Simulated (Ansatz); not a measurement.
# Quasiparticle gap of GeH5CBr3N2 (CH(NH2)2GeBr3), part 2 of 2

Wanted: the gap of GeH5CBr3N2 (CH(NH2)2GeBr3) with a many-body correction, and the time that it takes.

Ansatz 0.2.0; PBE, then G0W0 on it, plane waves, PAW. Known limits of the many-body steps: finite bands, screening cutoff and k mesh; no spin-orbit coupling in G0W0.

So far. Step 2 (The PBE band structure): Over mesh and path the gap is 2.156 eV, direct, at k = (0.500, 0.500, 0.500).

The structure was built from a prototype and need not be the compound's stable phase.

In doubt: masses and optical values from hybrid runs of this build are listed as unsure (in some of the runs), which bears on the screening that GW takes from such a start.

## 3. One-shot GW

G0W0 replaces the xc potential by a self-energy built once from the orbitals of the start. Levels are corrected in the window of bands that the input names, at points of the mesh.

This step: G0W0 on PBE, plane waves, PAW.

input.yaml

```yaml
crystal:
  lattice:
    - [5.9417565989, -0.0551884511, 0.4964359377]
    - [-0.0551884511, 5.8619710545, 0.0465831515]
    - [0.4964359377, 0.0465831515, 5.9399761237]
  atoms:
    - { symbol: C, position: [-0.0277864689, 0.9342290028, 0.028094965] }
    - { symbol: H, position: [-0.0930231544, 0.7675167529, 0.094931968] }
    - { symbol: "N", position: [0.8799000862, 0.0262781902, 0.8644693122] }
    - { symbol: "N", position: [0.1371778016, 0.0285304112, 0.1172269404] }
    - { symbol: H, position: [0.7538193666, 0.9416171918, -0.1987364375] }
    - { symbol: H, position: [0.202875516, 0.9459863878, 0.2427322448] }
    - { symbol: H, position: [0.9344465668, 0.1797635521, 0.7876829357] }
    - { symbol: H, position: [0.2123803387, 0.1824108012, 1.061338748] }
    - { symbol: Ge, position: [0.4743475668, 0.527988309, 0.5245814029] }
    - { symbol: Br, position: [0.4689318564, 0.5108296657, -0.048604875] }
    - { symbol: Br, position: [0.5079560114, -0.0380692697, 0.4913735585] }
    - { symbol: Br, position: [0.0478425875, 0.5081694063, 0.5319723493] }
kpoints:
  mp_grid: { grid: [4, 4, 4] }
hamiltonian:
  xc: pbe
scf:
  occupations: { method: fixed }
gw:
  n_empty_bands: 856
  ecut_chi: 150.0
  qp_bands: [v4, c4]
  qp_kpoints: band_edges
  screening: { model: contour_deformation }
```

Run with:

```console
$ ansatz run input.yaml --threads 3 --pin off --max-ram 92160MiB --backend cuda --events-out ev --progress --plain --runs-dir out --devices 1 --max-vram 13GiB  # rebuilt from the run's record
```

Numbers of over 12 decimals in the logs are rounded to 6 here.

The log of the run:

```text
GPUs: using 1 of 1 available (devices: 1).
[...]
GPU FFT provider: cuFFT
GPU libraries: cuBLAS 13.8.2, cuFFT 12.4.0, cuSOLVER 12.3.4
Crystal: 12 atoms, lattice volume = 205.414 Å³
Basis set: ecut = 420 eV, 3999 PW (Γ)
Bands: 39, of which v1, the nominal top of the filled ones, is band 27 counted from 1 (26 counted from 0)
Symmetry: 1 space group operations
[...]
k-points: 36 of 64 (time reversal used)
[...]
GPU buffer pool allocated for 64000 grid points (all kernels)
[...]
SCF iter   1: F=—  HF=-13747.901351 eV  |F-HF|=—  |Δ(HF+E_count)|=         —  Δρ=3.15e-3  dr2=3.21e-2  ethr=1.77e-3  ⟨swp⟩=5.1  Hψ=5310  notcnv=0  defer=355
[...]
SCF iter   7: F=-13747.890970 eV  HF=-13747.890970 eV  |F-HF|=4.84e-8  |Δ(HF+E_count)|=   9.77e-7  Δρ=4.64e-6  dr2=5.31e-8  ethr=1.85e-10  ⟨swp⟩=12.6  Hψ=7851  notcnv=0
SCF 1 converged in 7 iterations: F = -13747.890970 eV  dr2 = 5.31e-8
[...]
NSCF: frozen V_eff on 36 k-points
the band table was solved once the SCF had ended and its energy, with any forces and stress, was formed, with the checks that follow a solve (6067 applications of the Hamiltonian). They found nothing against the state; the energy, forces and stress were not computed again (output.eigenvalues in the input reference)
[...]
G₀W₀ screening: q 1/36
[... further progress lines ...]
SCF converged after 7 iterations
Free energy (F): -13747.890970 eV
[...]
Internal energy: -13747.890970 eV  (E = F + TS)
E sigma→0 (E₀):  -13747.890970 eV
Fermi energy:    1.999613 eV
[...]
--- Band table (eV; the first three rows and the last of 36) ---
  k-point 0: bands = [... 23 lower, 0.3068, 0.4478, 0.4646, 0.9033, 5.3438, 6.3253, 7.0126, 7.3151, ... 8 higher]
  k-point 1: bands = [... 23 lower, 0.2918, 0.3845, 0.5093, 0.8998, 5.3702, 5.8900, 6.7403, 7.1146, ... 8 higher]
  k-point 2: bands = [... 23 lower, 0.3280, 0.4061, 0.5520, 0.9431, 4.7760, 5.3871, 6.9993, 7.0970, ... 8 higher]
  k-point 35: bands = [... 23 lower, 0.6637, 0.7778, 0.7804, 1.9996, 4.1552, 4.2611, 4.4171, 5.3613, ... 8 higher]
--- G₀W₀: contour deformation, 6 samples at zero and on the imaginary axis and 2 off it, 64 q-points, 856 empty bands' worth ---
  eigenvalues of the whole cell's RPA ε∞ on this k-mesh (on a slab, of 1 + 4πα/V) = 3.3015, 4.0462, 4.0925; static W/v taken at q = 0 is 0.262969
  gw.qp_kpoints: band_edges: 24 of 36 stored k-points solved, in 2 passes; an edge of the gap read off the rows below is read off those points alone
    valence top: of the k-points left out ik 23 came nearest to being solved in a further pass, in band 27 (counted from 1, as in the quasiparticle table): it holds the edge there only if its correction is more favourable than any solved in that band by at least 0.752 eV; those differ by 0.278 eV
    conduction bottom: of the k-points left out ik 11 came nearest to being solved in a further pass, in band 28 (counted from 1, as in the quasiparticle table): it holds the edge there only if its correction is more favourable than any solved in that band by at least 1.155 eV; those differ by 0.972 eV
    ik  band        ε_KS         Σx   Σc(E_QP)       V_xc       Z   E_QP_lin       E_QP  E_QP is
     0    24      0.3068   -19.2833     2.5377   -15.4093  0.7467    -1.0861    -1.0296  root
     0    25      0.4478   -19.3372     2.5225   -15.4560  0.7491    -0.9678    -0.9109  root
     0    26      0.4646   -19.2865     2.5084   -15.4241  0.7489    -0.9456    -0.8894  root
     0    27      0.9033   -19.1262     2.2015   -15.6582  0.7514    -0.4093    -0.3633  root
     0    28      5.3438    -8.6555    -4.1069   -14.1547  0.7816     6.7765     6.7362  root
     0    29      6.3253    -5.2867    -3.6223    -9.4297  0.8135     6.8507     6.8461  root
     0    30      7.0126    -8.6655    -4.3545   -13.5986  0.7472     7.6053     7.5911  root
     0    31      7.3151    -9.2647    -4.6022   -14.4279  0.7223     7.8923     7.8760  root
     2    24      0.3280   -19.2753     2.5418   -15.3749  0.7491    -1.0874    -1.0306  root
     2    25      0.4061   -19.1248     2.5589   -15.2009  0.7472    -1.0193    -0.9589  root
     2    26      0.5520   -19.4933     2.5248   -15.6215  0.7504    -0.8489    -0.7950  root
     2    27      0.9431   -18.1830     1.6369   -15.4162  0.7562    -0.2194    -0.1868  root
     2    28      4.7760    -8.4520    -3.5821   -12.4996  0.7807     5.2453     5.2415  root
     2    29      5.3871    -8.9419    -4.1605   -14.5262  0.7794     6.8539     6.8108  root
     2    30      6.9993    -8.8955    -4.3733   -13.8462  0.7447     7.5899     7.5765  root
     2    31      7.0970    -8.6380    -4.3429   -13.5221  0.7421     7.6502     7.6381  root
     5    24      0.3215   -19.1542     2.5027   -15.3055  0.7489    -1.0807    -1.0245  root
     5    25      0.5065   -19.4493     2.5614   -15.5377  0.7494    -0.8989    -0.8436  root
     5    26      0.5738   -19.3182     2.4883   -15.4754  0.7501    -0.8361    -0.7806  root
     5    27      1.1634   -17.9756     1.4387   -15.4444  0.7601     0.0430     0.0709  root
     5    28      4.6227    -8.3644    -3.5158   -12.3284  0.7831     5.0743     5.0709  root
     5    29      5.4232    -9.0829    -4.1829   -14.7122  0.7780     6.9148     6.8695  root
     5    30      5.8408    -9.0261    -3.9165   -13.4496  0.7651     6.3542     6.3478  root
     5    31      6.9032    -8.6518    -4.2608   -13.4653  0.7492     7.4674     7.4558  root
     7    24      0.3948   -19.0274     2.6114   -15.0357  0.7464    -1.0475    -0.9855  root
     7    25      0.4016   -19.2455     2.3317   -15.6326  0.7496    -0.9292    -0.8797  root
     7    26      0.7498   -20.2590     2.5255   -16.4163  0.7535    -0.6139    -0.5674  root
     7    27      1.2588   -18.3400     1.5529   -15.6654  0.7595     0.1073     0.1371  root
     7    28      4.7872    -8.5785    -3.6078   -12.6497  0.7796     5.2544     5.2506  root
     7    29      5.5131    -9.2529    -4.2626   -15.0181  0.7757     7.0663     7.0157  root
     7    30      6.7876    -8.1348    -4.1375   -12.8366  0.7576     7.3631     7.3517  root
     7    31      7.1716    -5.8741    -3.9095   -10.3520  0.7884     7.7487     7.7400  root
     8    24      0.3398   -19.1138     2.4893   -15.2882  0.7481    -1.0525    -0.9965  root
     8    25      0.4942   -19.2917     2.5349   -15.4012  0.7490    -0.9179    -0.8614  root
     8    26      0.7111   -19.9417     2.5011   -16.1113  0.7527    -0.6673    -0.6182  root
     8    27      1.3713   -18.1189     1.3790   -15.6549  0.7621     0.2602     0.2863  root
     8    28      4.6535    -8.4880    -3.5494   -12.4856  0.7819     5.1052     5.1018  root
     8    29      5.4650    -9.1119    -4.1772   -14.6720  0.7764     6.8900     6.8479  root
     8    30      5.6919    -8.8929    -3.8956   -13.4005  0.7691     6.3128     6.3038  root
     8    31      6.9492    -8.8037    -4.2974   -13.6528  0.7453     7.5128     7.5008  root
[...]
34    28      4.3247    -8.2579    -3.4232   -12.1014  0.7880     4.7478     4.7451  root
    34    29      4.4265    -8.0288    -3.4453   -11.8969  0.7857     4.8521     4.8492  root
    34    30      5.3669    -8.9143    -4.0840   -14.2817  0.7788     6.6851     6.6503  root
    34    31      5.6090    -8.9628    -3.8809   -13.5136  0.7715     6.2891     6.2789  root
    35    24      0.6637   -19.6526     2.4351   -15.8759  0.7535    -0.7290    -0.6780  root
    35    25      0.7778   -19.4523     2.4458   -15.6553  0.7514    -0.6271    -0.5734  root
    35    26      0.7804   -19.5287     2.4532   -15.7226  0.7517    -0.6260    -0.5725  root
    35    27      1.9996   -17.5642     0.8181   -15.7573  0.7704     0.9938     1.0108  root
    35    28      4.1552    -8.1767    -3.3926   -11.9929  0.7913     4.5816     4.5788  root
    35    29      4.2611    -7.8160    -3.4065   -11.6331  0.7880     4.6744     4.6718  root
    35    30      4.4171    -8.2219    -3.4090   -12.0466  0.7867     4.8356     4.8329  root
    35    31      5.3613    -8.9701    -4.1705   -14.5850  0.7788     6.8503     6.8057  root
```

Elapsed: 5.1 min, on 1 × NVIDIA H100 80GB HBM3 (shared by 6 runs) with 3 threads of AMD EPYC 7R13 (Zen 3), shared host; peak memory 7.4 GiB; 9.6 min of CPU time.

This step gave:

| Item | Value |
| --- | --- |
| bands summed | 883 |
| RPA ε∞ on this mesh (eigenvalues) | 3.302, 4.046, 4.092 |
| plane waves in the screening matrix | 851 |
| q-points in the mesh | 64 |
| G0W0 gap over the corrected points | 3.568 eV |
| k of the valence top | -0.5, -0.5, -0.5 |
| k of the conduction bottom | -0.5, -0.5, -0.5 |
| starting gap on the mesh | 2.156 eV |
| Z at the valence top | 0.7704 |
| Z at the conduction bottom | 0.7913 |
| least direct G0W0 gap over the corrected points | 3.568 eV |

Over 24 of 36 irreducible mesh points the G0W0 gap is 3.568 eV, direct, at k = (-0.500, -0.500, -0.500). The PBE gap of this run on the mesh is 2.156 eV. The two states that bound the G0W0 gap lie that far apart at the start, so the correction of the gap is 3.568 − 2.156 = +1.412 eV.

Labels follow the order of the start: v1 is the top filled band, c1 the lowest empty one; levels that stay degenerate share a row, the window can cut a multiplet, doubted levels are not marked in this list, bands outside the window were not corrected, and the list may be a part of the corrected levels. Levels before and after the correction, in eV, zero at the valence-band top of each column:

|  | conduction bottom | valence top |
| --- | --- | --- |
| Kohn-Sham | 2.16 | 0.00 |
| G0W0 | 3.57 | 0.00 |

|  | level | occupation | energy (eV) |
| --- | --- | --- | --- |
| Kohn-Sham | (-0.5 -0.5 -0.5) v4 | 2 | -1.336 |
| Kohn-Sham | (-0.5 -0.5 -0.5) v3-v2 | 2 | -1.222 |
| Kohn-Sham | (-0.5 -0.5 -0.5) v1 | 2 | 0.000 |
| Kohn-Sham | (-0.5 -0.5 -0.5) c1 | 0 | 2.156 |
| Kohn-Sham | (-0.5 -0.5 -0.5) c2 | 0 | 2.262 |
| Kohn-Sham | (-0.5 -0.5 -0.5) c3 | 0 | 2.418 |
| Kohn-Sham | (-0.5 -0.5 -0.5) c4 | 0 | 3.362 |
| G0W0 | (-0.5 -0.5 -0.5) v4 | 2 | -1.689 |
| G0W0 | (-0.5 -0.5 -0.5) v3-v2 | 2 | -1.584 |
| G0W0 | (-0.5 -0.5 -0.5) v1 | 2 | 0.000 |
| G0W0 | (-0.5 -0.5 -0.5) c1 | 0 | 3.568 |
| G0W0 | (-0.5 -0.5 -0.5) c2 | 0 | 3.661 |
| G0W0 | (-0.5 -0.5 -0.5) c3 | 0 | 3.822 |
| G0W0 | (-0.5 -0.5 -0.5) c4 | 0 | 5.795 |

The parts of the quasiparticle energy for the two states that bound the G0W0 gap, in eV on the run's own scale (QP = start + Σx + Σc − Vxc, with Σc at the quasiparticle energy):

| edge | k | band | start | Σx | Σc | Vxc | Z | QP |
| --- | --- | --- | --- | --- | --- | --- | --- | --- |
| valence top | (-0.500, -0.500, -0.500) | 27 | 2.000 | −17.564 | 0.818 | −15.757 | 0.770 | 1.011 |
| conduction bottom | (-0.500, -0.500, -0.500) | 28 | 4.155 | −8.177 | −3.393 | −11.993 | 0.791 | 4.579 |

## 4. Spin-orbit coupling

This run has two-component orbitals with spin-orbit coupling.

This step: DFT, PBE with spin-orbit coupling, plane waves, PAW.

Changes to input.yaml since step 3:

```diff
@@ -20,2 +20,5 @@
   mp_grid: { grid: [4, 4, 4] }
+  band_path:
+    path: [[0.0, 0.0, 0.0], [0.5, 0.0, 0.0], [0.5, 0.5, 0.0], [0.5, 0.5, 0.5]]
+    npoints: 1
 hamiltonian:
@@ -24,7 +27,7 @@
   occupations: { method: fixed }
-gw:
-  n_empty_bands: 856
-  ecut_chi: 150.0
-  qp_bands: [v4, c4]
-  qp_kpoints: band_edges
-  screening: { model: contour_deformation }
+  n_extra_bands: 16
+magnetization:
+  noncollinear: true
+  spin_orbit: true
+output:
+  eigenvalues: true
```

The log of the run:

```text
[...]
GPUs: using 1 of 1 available (devices: 1).
[...]
non-collinear run that drives no moment, with spin-orbit: no starting moment large enough to seed its density (crystal.atoms[].spin), no starting occupations that ask for one, no magnetisation constraint and no magnetic field, so the semilocal B_xc is pinned to zero
[...]
GPU FFT provider: cuFFT
GPU libraries: cuBLAS 13.8.2, cuFFT 12.4.0, cuSOLVER 12.3.4
Crystal: 12 atoms, lattice volume = 205.414 Å³
Basis set: ecut = 420 eV, 3999 PW (Γ)
Bands: 70, of which v1, the nominal top of the filled ones, is band 54 counted from 1 (53 counted from 0)
Symmetry: 1 space group operations + 1 with time reversal
[...]
k-points: 36 of 64 (time reversal used)
Projection manifold: j_resolved (fully-relativistic pseudo-atomic orbitals)
[...]
GPU buffer pool allocated for 64000 grid points (all kernels)
[...]
SCF iter   1: F=—  HF=-13751.944827 eV  |F-HF|=—  |Δ(HF+E_count)|=         —  Δρ=7.12e-2  dr2=9.35e0  dr2_m=0.00e0 (ungated)  ethr=3.10e-3  |M|=0.00e0 ∫|m|=0.00e0 μB  |m|>n=0.0e0 m-floor=0.0e0 τ_xc=0.0e0  β_m=0.30  ⟨swp⟩=4.6  Hψ=10341  notcnv=0  defer=403
[...]
spin=Noncollinear: Resta preconditioning applied to the charge; magnetization (m_x, m_y, m_z) channels mix plain (no charge-response kernel on spin).
SCF iter   2: F=—  HF=-13750.005123 eV  |F-HF|=—  |Δ(HF+E_count)|=    1.94e0  Δρ=4.38e-2  dr2=3.27e0  dr2_m=0.00e0 (ungated)  ethr=3.10e-3  |M|=0.00e0 ∫|m|=0.00e0 μB  |m|>n=0.0e0 m-floor=0.0e0 τ_xc=0.0e0  β_m=0.49  ⟨swp⟩=3.0  Hψ=4847  notcnv=0  defer=425
[...]
SCF iter  10: F=-13749.070222 eV  HF=-13749.070222 eV  |F-HF|=3.23e-8  |Δ(HF+E_count)|=   3.26e-7  Δρ=6.41e-6  dr2=8.60e-8  dr2_m=0.00e0 (ungated)  ethr=1.85e-10  |M|=0.00e0 ∫|m|=0.00e0 μB  |m|>n=0.0e0 m-floor=0.0e0 τ_xc=0.0e0  ⟨swp⟩=18.7  Hψ=14295  notcnv=0
SCF 1 converged in 10 iterations: F = -13749.070222 eV  dr2 = 8.60e-8
[...]
concurrent solve slots: 2 of 3 are kept, ahead of what memory takes: no pass of the eigensolver takes more rounds on 2
[...]
SCF converged after 10 iterations
Magnetization: |M| = 0.0000 μB,  M = (+0.0000, +0.0000, +0.0000) μB
Absolute magnetization: 0.0000 μB (∫|m|)
  site 0: m = (+0.0000, +0.0000, +0.0000) μB, |m| = 0.0000 μB  (R = 0.45 Å)
  site 1: m = (+0.0000, +0.0000, +0.0000) μB, |m| = 0.0000 μB  (R = 0.45 Å)
  site 2: m = (+0.0000, +0.0000, +0.0000) μB, |m| = 0.0000 μB  (R = 0.42 Å)
  site 3: m = (+0.0000, +0.0000, +0.0000) μB, |m| = 0.0000 μB  (R = 0.42 Å)
  site 4: m = (+0.0000, +0.0000, +0.0000) μB, |m| = 0.0000 μB  (R = 0.42 Å)
  site 5: m = (+0.0000, +0.0000, +0.0000) μB, |m| = 0.0000 μB  (R = 0.42 Å)
  site 6: m = (+0.0000, +0.0000, +0.0000) μB, |m| = 0.0000 μB  (R = 0.42 Å)
  site 7: m = (+0.0000, +0.0000, +0.0000) μB, |m| = 0.0000 μB  (R = 0.42 Å)
  site 8: m = (+0.0000, +0.0000, +0.0000) μB, |m| = 0.0000 μB  (R = 1.05 Å)
  site 9: m = (+0.0000, +0.0000, +0.0000) μB, |m| = 0.0000 μB  (R = 1.01 Å)
  site 10: m = (+0.0000, +0.0000, +0.0000) μB, |m| = 0.0000 μB  (R = 1.04 Å)
  site 11: m = (+0.0000, +0.0000, +0.0000) μB, |m| = 0.0000 μB  (R = 1.01 Å)
Free energy (F): -13749.070222 eV
[...]
Internal energy: -13749.070222 eV  (E = F + TS)
E sigma→0 (E₀):  -13749.070222 eV
Fermi energy:    2.022757 eV
[...]
--- Band table (eV; the first three rows and the last of 36) ---
  k-point 0: bands = [... 50 lower, 0.5713, 0.5713, 0.9627, 0.9627, 5.3423, 5.3423, 6.3243, 6.3243, ... 12 higher]
  k-point 1: bands = [... 50 lower, 0.5456, 0.5875, 0.8880, 1.0173, 5.3678, 5.3694, 5.8835, 5.8962, ... 12 higher]
  k-point 2: bands = [... 50 lower, 0.6056, 0.6056, 0.9920, 0.9920, 4.7784, 4.7784, 5.3854, 5.3854, ... 12 higher]
  k-point 35: bands = [... 50 lower, 0.8694, 0.8694, 2.0228, 2.0228, 4.1418, 4.1418, 4.2702, 4.2702, ... 12 higher]
```

Run time: 6.4 s. Hardware: 1 × NVIDIA H100 80GB HBM3 (shared by 6 runs) with 3 threads; peak memory 1 GiB.

Numbers from this step:

| Item | Value |
| --- | --- |
| gap | 2.119 eV |
| valence top at | R |
| conduction bottom at | R |
| least direct gap | 2.119 eV |

Over mesh and listed points the gap is 2.119 eV, direct, at k = (0.500, 0.500, 0.500). PBE+SOC against PBE: 2.119 − 2.156 = −0.037 eV, with the same mesh, set of files (read in its fully relativistic form for the spin-orbit run) and cutoff, and both edges at the same k points. The spin-orbit run sees mesh and listed points alone, so its gap is an upper bound: the coupling can move an edge off these points, the more so as this crystal has no centre of inversion, and the change over the zone, its sign included where it is small, is not known.

## 5. Side by side

Each gap is the least one over the points named; times are wall times on shared hosts, not benchmarks. A G0W0 time includes the run's own self-consistent start. Runs with listed points see these and the mesh alone, so an edge that moves elsewhere is missed. Rows marked * are further runs, not shown as steps, whose inputs differ from the G0W0 step on the same start in the columns given; solver thresholds can differ too. Symmetry makes (0.500, 0.500, 0.500) and (-0.500, -0.500, -0.500) one point.

| level | mesh | files, cutoff | bands summed, screening | points | gap (eV) | valence top | conduction bottom | least direct gap (eV) | time |
| --- | --- | --- | --- | --- | --- | --- | --- | --- | --- |
| PBE | 4×4×4 | soft_2 PAW, 420 eV | - | mesh and path | 2.156 | (0.500, 0.500, 0.500) | (0.500, 0.500, 0.500) | 2.156 | 11 s |
| PBE+SOC | 4×4×4 | soft_2 PAW, 420 eV | - | mesh and listed points | 2.119 | (0.500, 0.500, 0.500) | (0.500, 0.500, 0.500) | 2.119 | 6.4 s |
| G0W0@PBE* | 4×4×4 | soft_2 PAW, 420 eV | 243, 60 eV | 26 of 36 irreducible mesh points | 3.385 | (-0.500, -0.500, -0.500) | (-0.500, -0.500, -0.500) | 3.385 | 55 s |
| G0W0@PBE | 4×4×4 | soft_2 PAW, 420 eV | 883, 150 eV | 24 of 36 irreducible mesh points | 3.568 | (-0.500, -0.500, -0.500) | (-0.500, -0.500, -0.500) | 3.568 | 5.1 min |

## 6. Results

- PBE gap over mesh and path: 2.156 eV, direct, at k = (0.500, 0.500, 0.500)
- G0W0@PBE gap over 24 of 36 irreducible mesh points: 3.568 eV, direct, at k = (-0.500, -0.500, -0.500)
- PBE+SOC gap over mesh and listed points: 2.119 eV
- GW settings: 4×4×4 mesh, 856 empty bands, screening to 150 eV
- known limits: finite bands, screening cutoff and k mesh; no spin-orbit coupling in G0W0

What this shows: Over 24 of 36 irreducible mesh points the G0W0 gap is 3.568 eV, direct, at k = (-0.500, -0.500, -0.500). The PBE gap of this run on the mesh is 2.156 eV. The two states that bound the G0W0 gap lie that far apart at the start, so the correction of the gap is 3.568 − 2.156 = +1.412 eV. The valence state moves by 1.011 − 2.000 = −0.989 eV and the conduction state by 4.579 − 4.155 = +0.424 eV, on the run's own scale; with 243 bands the edge states move by −0.507 and +0.723 eV, so the split between the edges depends on the bands and cutoff. Both edges that PBE shows over mesh and path lie at k points where levels were corrected. Levels at other points were not corrected, so a lower G0W0 gap elsewhere in the zone is not ruled out. From 243 bands and 60 eV to 883 bands and 150 eV the gap moves by 3.568 − 3.385 = +0.183 eV; bands and screening cutoff rise together, so their parts are not told apart. Two runs can't test a law of convergence, so the limit is not known. G0W0 on other starts in this series, not shown as steps and not all at these settings: 3.889 eV on HSE06 (4×4×4, soft_2 PAW, 425 bands, 90 eV). PBE+SOC against PBE: 2.119 − 2.156 = −0.037 eV, with the same mesh, set of files (read in its fully relativistic form for the spin-orbit run) and cutoff, and both edges at the same k points. The spin-orbit run sees mesh and listed points alone, so its gap is an upper bound: the coupling can move an edge off these points, the more so as this crystal has no centre of inversion, and the change over the zone, its sign included where it is small, is not known. What spin-orbit coupling does to the G0W0 levels was not computed, so no sum with the G0W0 gap is formed. The G0W0 runs are scalar-relativistic. No pair of G0W0 runs that differ in the mesh alone is shown (4×4×4 is a supercell whose nearest images lie 23 Å apart), so the error from the mesh is not known here. G0W0 is shown with one set of atomic data (soft_2 PAW), so the error from the files is not known here.

[Paths, hosts, dates, memory and timing lines, banners, echoed tables and standing remarks are left out of the program output.]

[Logs are printed without paths, hosts, clocks, repeated set-up lines and the standing remarks that a program may print on its own settings, such as how far it seeks lower states.]

[Runs of the session that timed out or met a known fault of the program may be left out.]

[Cells called generated may have been cut or substituted from an entry of the Crystallography Open Database or the Materials Project.]

[Hosts, paths, dates, database ids (printed as entryN), source tags and the programs' standing remarks are cut or masked in the printed files.]

[Where an RPA ε∞ is given, it is that of the G0W0 mesh and is not shown converged in it. Names of k-points follow the symmetry that the program found, which can be lower than the space group named. Band edges on a path are those of the sampled points; other points can move an edge, and change direct to indirect where valleys lie close.]

[Hybrid gaps are those of their k-mesh and are not shown converged in it.]
